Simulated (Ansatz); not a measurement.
# Ba2MgBr6: complex band structure, part 2 of 2

Aim: relax a made-up compound, Ba2MgBr6, and see how good a tunnel barrier it would be. It is built by putting Br for F, Mg for Zn in the Ba2ZnF6 structure of space group I4/mmm, with the volume rescaled by atomic radii. The parent structure comes from the Materials Project.

Ansatz 0.2.0; PBEsol DFT, plane waves, PAW files (the session's first sound run).

So far, gap on path (eV): step 3 (the bulk crystal and its band edges) 3.88.

The structure was built from a prototype and need not be the compound's stable phase.

### Step 5. Band edges at another level

This step: PBE DFT, plane waves, PAW files (Ansatz 0.2.0).

The edges again with PBE, at the same atoms.

Contents of input.yaml:

```yaml
crystal:
  lattice:
    - [-2.6034243179, 2.6034243179, 10.1160745846]
    - [2.6034243179, -2.6034243179, 10.1160745846]
    - [2.6034243179, 2.6034243179, -10.1160745846]
  atoms:
    - { symbol: Ba, position: [0.8479012514, 0.8479012514, 0.0] }
    - { symbol: Ba, position: [0.1520987486, 0.1520987486, 0.0] }
    - { symbol: Mg, position: [0.5, 0.5, 0.0] }
    - { symbol: Br, position: [0.6265100771, 0.6265100771, 0.0] }
    - { symbol: Br, position: [0.3734899229, 0.3734899229, 0.0] }
    - { symbol: Br, position: [0.5, 0.0, 0.5] }
    - { symbol: Br, position: [0.25, 0.75, 0.5] }
    - { symbol: Br, position: [0.75, 0.25, 0.5] }
    - { symbol: Br, position: [0.0, 0.5, 0.5] }
kpoints:
  mp_grid: { grid: [6, 6, 6] }
  band_path: { path: [VBM, CBM], npoints: 30 }
scf:
  occupations: { method: fixed }
hamiltonian:
  xc: pbe
output:
  eigenvalues: true
```

Command:

```sh
ansatz run input.yaml --threads 2 --pin off --max-ram 4096MiB --backend cpu --events-out ev --progress --plain --runs-dir out
```

Wall time 33 s (2 threads of Arm Neoverse V2, shared host); peak memory 0.63 GiB.

Numbers from this step:

- free energy: -30538.9060 eV
- Fermi energy: 4.536 eV
- gap on the k-mesh: 4.028 eV
- gap on path: 4.028 eV, by band count; negative where bands overlap
- direct gap on path: 4.231 eV
- edge places on path: 0, 0.9080 1/A along the path

The electronic bands at the labelled points (eV, zero at the Fermi level (highest filled level under fixed occupations); v1 is the highest filled band, c1 the lowest empty one):

```csv
point,v4,v3,v2,v1,c1,c2,c3,c4
VBM,-0.23,-0.23,-0.10,0.00,4.84,4.95,5.14,5.40
halfway,-0.50,-0.43,-0.31,-0.14,4.63,4.84,5.05,5.05
CBM,-0.62,-0.62,-0.20,-0.20,4.03,4.03,4.32,4.62
```

The searched edges give 4.03 eV, as on the mesh.

For the gap on path, step 3 gave 3.88 eV; this run, with PBE, gives 4.03 eV.

### Step 6. Complex bands at another level

This step: PBE DFT, plane waves, PAW files; complex bands by layer matching along the plane's normal (Ansatz 0.2.0).

The complex bands at that level, over its own gap, at (0, 0) and (-0.5, -0.5).

Contents of input.yaml:

```yaml
crystal:
  lattice:
    - [5.206848636, 0.0, 0.0]
    - [0.0, 5.206848636, 0.0]
    - [2.603424318, 2.603424318, 10.116074585]
  atoms:
    - { symbol: Ba, position: [0.1520987486, 0.1520987486, 0.6958025028] }
    - { symbol: Ba, position: [0.8479012514, 0.8479012514, 0.3041974972] }
    - { symbol: Mg, position: [0.5, 0.5, 0.0] }
    - { symbol: Br, position: [0.3734899229, 0.3734899229, 0.2530201542] }
    - { symbol: Br, position: [0.6265100771, 0.6265100771, 0.7469798458] }
    - { symbol: Br, position: [0.0, 0.5, 0.0] }
    - { symbol: Br, position: [0.25, 0.75, 0.5] }
    - { symbol: Br, position: [0.75, 0.25, 0.5] }
    - { symbol: Br, position: [0.5, 0.0, 0.0] }
kpoints:
  mp_grid: { grid: [6, 6, 6] }
scf:
  occupations: { method: fixed }
hamiltonian:
  xc: pbe
output:
  eigenvalues: true
  transmission:
    leads: [[0, 0]]
    kpoints: [[0.0, 0.0], [-0.5, -0.5]]
    e_range: [-1.0, 5.03]
    de: 0.15
```

Wall time 73 s (2 threads); peak memory 1 GiB; 2 min of CPU time.

This step gave:

* level to which the leads are filled: 2.014 eV from the Fermi level
* decay constant at the filling level, zone centre: 0.2958 Å⁻¹
* decay constant at the filling level, slowest listed point: 0.2958 Å⁻¹

K parallel (0, 0); values up to 1.5 1/Å, a degenerate pair printed once or twice; energies at which all values exceed this have no row. The Im kz of the slowest decaying states by energy, zero at the highest filled level on the SCF mesh:

```
energy (eV)  decay 1 (Å⁻¹)  decay 2 (Å⁻¹)  decay 3 (Å⁻¹)  decay 4 (Å⁻¹)
      -1.00         0.0312          0.149          0.394          0.569
      -0.55          0.104          0.320          0.387          0.560
      -0.10         0.0931          0.105          0.378          0.433
       0.05          0.150          0.284          0.389          0.436
       0.35          0.212          0.405          0.425          0.444
       0.65          0.250          0.412          0.453          0.502
       1.10          0.282          0.413          0.462          0.493
       1.55          0.295          0.404          0.464          0.464
       2.00          0.296          0.385          0.430          0.459
       2.45          0.284          0.356          0.389          0.446
       2.90          0.261          0.315          0.337          0.425
       3.35          0.221          0.257          0.270          0.367
       3.65          0.180          0.199          0.206          0.292
       4.10         0.0936          0.323          0.462          0.652
       4.55         0.0220         0.0497         0.0581          0.115
       5.00         0.0239         0.0643         0.0843         0.0957
```

K parallel (-0.5, -0.5); values up to 1.5 1/Å, a degenerate pair printed once or twice; energies at which all values exceed this have no row. The Im kz of the slowest decaying states by energy, zero at the highest filled level on the SCF mesh:

```csv
energy (eV),decay 1 (Å⁻¹),decay 2 (Å⁻¹),decay 3 (Å⁻¹),decay 4 (Å⁻¹)
-1.00,0.208,0.829,1.15,1.23
-0.70,0.215,0.788,1.14,1.20
-0.55,0.0392,0.151,0.738,1.13
-0.25,0.311,0.411,1.12,1.15
-0.10,0.341,0.383,1.11,1.14
0.05,0.0923,0.364,0.658,1.10
0.20,0.180,0.383,0.728,1.09
0.50,0.270,0.411,0.801,1.07
0.65,0.301,0.422,0.822,1.06
0.95,0.346,0.438,0.851,1.03
1.10,0.364,0.445,0.860,1.01
1.40,0.39,0.453,0.872,0.975
1.70,0.407,0.458,0.876,0.940
1.85,0.413,0.458,0.877,0.923
2.15,0.420,0.456,0.875,0.887
2.30,0.421,0.454,0.869,0.872
2.60,0.419,0.445,0.831,0.864
2.90,0.411,0.433,0.793,0.853
3.05,0.405,0.425,0.773,0.844
3.35,0.388,0.404,0.732,0.814
3.50,0.377,0.391,0.711,0.799
3.80,0.349,0.360,0.666,0.769
4.10,0.311,0.319,0.618,0.737
4.25,0.287,0.292,0.592,0.721
4.55,0.217,0.225,0.536,0.687
4.70,0.156,0.181,0.504,0.669
5.00,0.428,0.632,0.693,0.706
```

At the listed wavevectors the last open channel is at -0.10 eV and the next at +4.10 eV on the grid. At +2.00 eV, the grid energy nearest the filling level (the middle of the gap on the SCF mesh), the slowest state at the listed wavevectors decays with κ = 0.296 Å⁻¹, its amplitude falling by e over 3.4 Å; the first such run, plane (001), gave 0.283 Å⁻¹ over as many of its listed wavevectors.

### Step 7. What came out

| Quantity | Value |
| --- | --- |
| band gap | 3.88 eV |
| least decay constant at mid-gap, normal to (001) | 0.283 Å⁻¹ |
| least decay constant, PBE | 0.296 Å⁻¹ |

In words: With PBEsol, the slowest decay at the wavevectors tried is κ = 0.283 Å⁻¹, normal to (001). Through such a film the transmission near mid-gap falls as exp(−2κd), a factor of ten every 4.1 Å. A free electron under a barrier of half the gap would need a mass of 0.16 mₑ to decay at this rate. With PBE the gap goes from 3.88 to 4.03 eV and the decay constant, over the first 2 listed wavevectors, from 0.283 to 0.296 Å⁻¹. The compound is made up by substitution; its stability against other phases and against distortions of the cell's symmetry was not tested. A semilocal functional narrows gaps, so real decay constants are likely larger.

[Logs are printed without paths, hosts, clocks, repeated set-up lines and the standing remarks that a program may print on its own settings, such as how far it seeks lower states.]

[Hosts, paths, dates, database ids (printed as entryN), source tags and the programs' standing remarks are cut or masked in the printed files.]
